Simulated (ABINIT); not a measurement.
# InP (F-43m): G0W0 in ABINIT against the screening cutoff in the self-energy, part 2 of 2

Aim: move the screening cutoff in the self-energy of a G0W0 run on InP (F-43m) over a wide range.

ABINIT 10.8.3; PBE and many-body steps on it, plane waves. Known limits of the many-body steps: not at the basis limit; exchange with frozen shells missing; mesh may overstate the screening; no spin-orbit coupling; coarse k mesh.

So far. Step 2 (Screening, 4×4×4 mesh, 332 bands, screening to 272.1 eV): Local fields lower ε∞ by 5 %. On a Γ-centred mesh this coarse the value itself is usually too large, while a short band sum pulls it down. Step 5 (3.5 Ha): The gap on the mesh goes from 0.71 eV to 1.03 eV, a correction of +0.32 eV.

The database entry behind the starting cell differs from later determinations by our own check (0.1 to 0.3 % short, probably kX units), so it need not match the best structure at ambient conditions.

### Step 6. 5 Ha

Level of this step: G0W0 on PBE, plane waves, norm-conserving pseudopotentials (ABINIT).

Contents of run.abi:

```
acell 3*1.0 Angstrom
rprim 
  -0.000000000000 2.930500000000 2.930500000000
  2.930500000000 -0.000000000000 2.930500000000
  2.930500000000 2.930500000000 -0.000000000000
ntypat 2
znucl 49 15
natom 2
typat 1 2
xred 
  0.000000000000 0.000000000000 0.000000000000
  0.250000000000 0.250000000000 0.250000000000
pp_dirpath "pseudos"
pseudos "In.upf, P.upf"
ecut 31
ngkpt 4 4 4
nshiftk 1
shiftk 0 0 0
kptopt 1
chksymbreak 0
istwfk *1
occopt 1
irdwfk 1
optdriver 4
nband 332
gwcalctyp 0
ecutsigx 31
symsigma 1
nkptgw 1
kptgw 
  0.0000000000 0.0000000000 0.0000000000
bdgw 
  7 13
ecuteps 5
irdscr 1
ppmodel 1
indata_prefix "in"
outdata_prefix "out"
tmpdata_prefix "tmp"
```

Command:

```bash
OMP_NUM_THREADS=1 mpirun -n 4 abinit run.abi > log
```

Output:

```text
.Version 10.8.3 of ABINIT. v10.8.2 released Aug 2026.

 Symmetries : space group F-4 3 m (#216); Bravais cF (face-center cubic)
[... echo of the input left out ...]
== DATASET  1 ==================================================================
-   mpi_nproc: 4, omp_nthreads: 1 (-1 if OMP is not activated)

--- !DatasetInfo
iteration_state: {dtset: 1, }
dimensions: {natom: 2, nkpt: 8, mband: 332, nsppol: 1, nspinor: 1, nspden: 1, mpw: 2826, }
cutoff_energies: {ecut:  31.0, pawecutdg:  -1.0, }
[...]
11   8.562 -10.216  -6.368  -4.145   0.789  -0.267 -10.450  -0.235   8.327
       12   8.562 -10.216  -6.368  -4.145   0.789  -0.267 -10.450  -0.235   8.327
       13   8.562 -10.216  -6.368  -4.145   0.789  -0.267 -10.450  -0.235   8.327

== END DATASET(S) ==============================================================
================================================================================

 -outvars: echo values of variables after computation  --------
           etotal      0.0000000000E+00
            nband         332
             nkpt           8
          spgroup         216
 [... the other variables as echoed above ...]

 Calculation completed.
```

Wall time 10 s (4 MPI ranks of Arm Neoverse V1, shared host); peak memory 1.2 GiB.

This step gave:

* G0W0 gap on the points computed: 1.045 eV
* starting gap on the mesh: 0.7094 eV
* k of the valence top: 0, 0, 0
* k of the conduction bottom: 0, 0, 0
* least direct G0W0 gap on the computed points: 1.045 eV

Against the run before, the gap moves by +0.014 eV.

### Step 7. 7.5 Ha

Edit run.abi of step 6 so:

```diff
@@ -33,3 +33,3 @@
   7 13
-ecuteps 5
+ecuteps 7.5
 irdscr 1
```

Output:

```text
.Version 10.8.3 of ABINIT. v10.8.2 released Aug 2026.

 Symmetries : space group F-4 3 m (#216); Bravais cF (face-center cubic)
[... echo of the input left out ...]
== DATASET  1 ==================================================================
-   mpi_nproc: 4, omp_nthreads: 1 (-1 if OMP is not activated)

--- !DatasetInfo
iteration_state: {dtset: 1, }
dimensions: {natom: 2, nkpt: 8, mband: 332, nsppol: 1, nspinor: 1, nspden: 1, mpw: 2826, }
cutoff_energies: {ecut:  31.0, pawecutdg:  -1.0, }
[...]
11   8.562 -10.216  -6.368  -4.170   0.789  -0.267 -10.470  -0.254   8.308
       12   8.562 -10.216  -6.368  -4.170   0.789  -0.267 -10.470  -0.254   8.308
       13   8.562 -10.216  -6.368  -4.170   0.789  -0.267 -10.470  -0.254   8.308

== END DATASET(S) ==============================================================
================================================================================

 -outvars: echo values of variables after computation  --------
           etotal      0.0000000000E+00
            nband         332
             nkpt           8
          spgroup         216
 [... the other variables as echoed above ...]

 Calculation completed.
```

The job ended after 27 s (4 MPI ranks; peak memory 1.7 GiB).

Numbers from this step:

```yaml
g0w0_gap_on_the_points_computed: 1.048 eV
starting_gap_on_the_mesh: 0.7094 eV
k_of_the_valence_top: 0, 0, 0
k_of_the_conduction_bottom: 0, 0, 0
least_direct_g0w0_gap_on_the_computed_points: 1.048 eV
```

Against the run before, the gap moves by +0.003 eV.

### Step 8. 10 Ha

Edit run.abi of step 7 so:

```diff
@@ -33,3 +33,3 @@
   7 13
-ecuteps 7.5
+ecuteps 10
 irdscr 1
```

Output:

```text
.Version 10.8.3 of ABINIT. v10.8.2 released Aug 2026.

 Symmetries : space group F-4 3 m (#216); Bravais cF (face-center cubic)
[... echo of the input left out ...]
== DATASET  1 ==================================================================
-   mpi_nproc: 4, omp_nthreads: 1 (-1 if OMP is not activated)

--- !DatasetInfo
iteration_state: {dtset: 1, }
dimensions: {natom: 2, nkpt: 8, mband: 332, nsppol: 1, nspinor: 1, nspden: 1, mpw: 2826, }
cutoff_energies: {ecut:  31.0, pawecutdg:  -1.0, }
[...]
11   8.562 -10.216  -6.368  -4.171   0.789  -0.267 -10.471  -0.255   8.307
       12   8.562 -10.216  -6.368  -4.171   0.789  -0.267 -10.471  -0.255   8.307
       13   8.562 -10.216  -6.368  -4.171   0.789  -0.267 -10.471  -0.255   8.307

== END DATASET(S) ==============================================================
================================================================================

 -outvars: echo values of variables after computation  --------
           etotal      0.0000000000E+00
            nband         332
             nkpt           8
          spgroup         216
 [... the other variables as echoed above ...]

 Calculation completed.
```

Elapsed: 63 s, on 4 MPI ranks; peak memory 2.3 GiB.

This step gave:

| Item | Value |
| --- | --- |
| G0W0 gap on the points computed | 1.043 eV |
| starting gap on the mesh | 0.7094 eV |
| k of the valence top | 0, 0, 0 |
| k of the conduction bottom | 0, 0, 0 |
| least direct G0W0 gap on the computed points | 1.043 eV |

Against the run before, the gap moves by −0.005 eV.

### Step 9. Side by side

Times are wall times on 4 MPI ranks of Arm Neoverse V1, shared host, good to a factor of about two. A run's time includes the screening step that it read.

| run | mesh | bands | screening cutoff (eV) | DFT gap (eV) | gap on the mesh (eV) | direct (eV) | ε∞ used | time |
| --- | --- | --- | --- | --- | --- | --- | --- | --- |
| 1 Ha | 4×4×4 | 332 | 27.2 | 0.709 | 0.822 | 0.822 | 42.80 | 2.8 min |
| 2 Ha | 4×4×4 | 332 | 54.4 | 0.709 | 0.999 | 0.999 | 42.80 | 2.8 min |
| 3.5 Ha | 4×4×4 | 332 | 95.2 | 0.709 | 1.031 | 1.031 | 42.80 | 2.8 min |
| 5 Ha | 4×4×4 | 332 | 136.1 | 0.709 | 1.045 | 1.045 | 42.80 | 2.9 min |
| 7.5 Ha | 4×4×4 | 332 | 204.1 | 0.709 | 1.048 | 1.048 | 42.80 | 3.1 min |
| 10 Ha | 4×4×4 | 332 | 272.1 | 0.709 | 1.043 | 1.043 | 42.80 | 3.7 min |

### Step 10. Results

* 1 Ha: 0.822 eV
* 2 Ha: 0.999 eV
* 3.5 Ha: 1.031 eV
* 5 Ha: 1.045 eV
* 7.5 Ha: 1.048 eV
* 10 Ha: 1.043 eV
* known limits: not at the basis limit; exchange with frozen shells missing; mesh may overstate the screening; no spin-orbit coupling; coarse k mesh

In words: The setting moved: screening cutoff in the self-energy. From 1 Ha to 10 Ha the gap moves by +0.22 eV. It holds to 0.03 eV from 3.5 Ha on. Bands and screening cutoff are coupled, so a series along one setting does not show full convergence. Bands and cutoff are finite, so the gap is not at the basis limit. The miss can reach some tenths of an eV and take either sign; the mesh is an error of its own. In the first G0W0 run levels were corrected at 1 k point alone, so a gap called «on the mesh» is the least over those, and an edge elsewhere would be missed. The 4×4×4 mesh is coarse for this cell, which bears on the long-range parts of exchange and screening. The norm-conserving file of at least one element keeps a d shell over frozen s and p shells of the same row. Exchange with those shells is missing from the self-energy, an error of 0.3 to 0.9 eV in cases checked, whose sign depends on which edge lies on those atoms. For the PBE start: The RPA ε∞ on this mesh reaches over 25; with a narrow direct gap a coarse mesh can overstate it, and the correction is then too small. The many-body steps are scalar-relativistic: spin-orbit coupling is not in them.

[Paths, hosts, dates, memory and timing lines, banners, echoed tables and standing remarks are left out of the program output.]

[Logs are printed without paths, hosts, clocks, repeated set-up lines and the standing remarks that a program may print on its own settings, such as how far it seeks lower states.]

[Runs of the session that timed out or met a known fault of the program may be left out.]

[No measured gap is set beside runs whose start may be inverted or whose files or cutoffs have a known fault.]

[Hosts, paths, dates, database ids (printed as entryN), source tags and the programs' standing remarks are cut or masked in the printed files.]

[G0W0 gaps are taken among the corrected bands and points alone; a level outside them can change the order at an edge.]

[Where Ansatz stands beside ABINIT at settings called matched, ABINIT's density can come from a denser mesh and the files from another edition; pairs whose starting gaps differed by over 0.03 eV were left out, so agreement reads better than it is.]
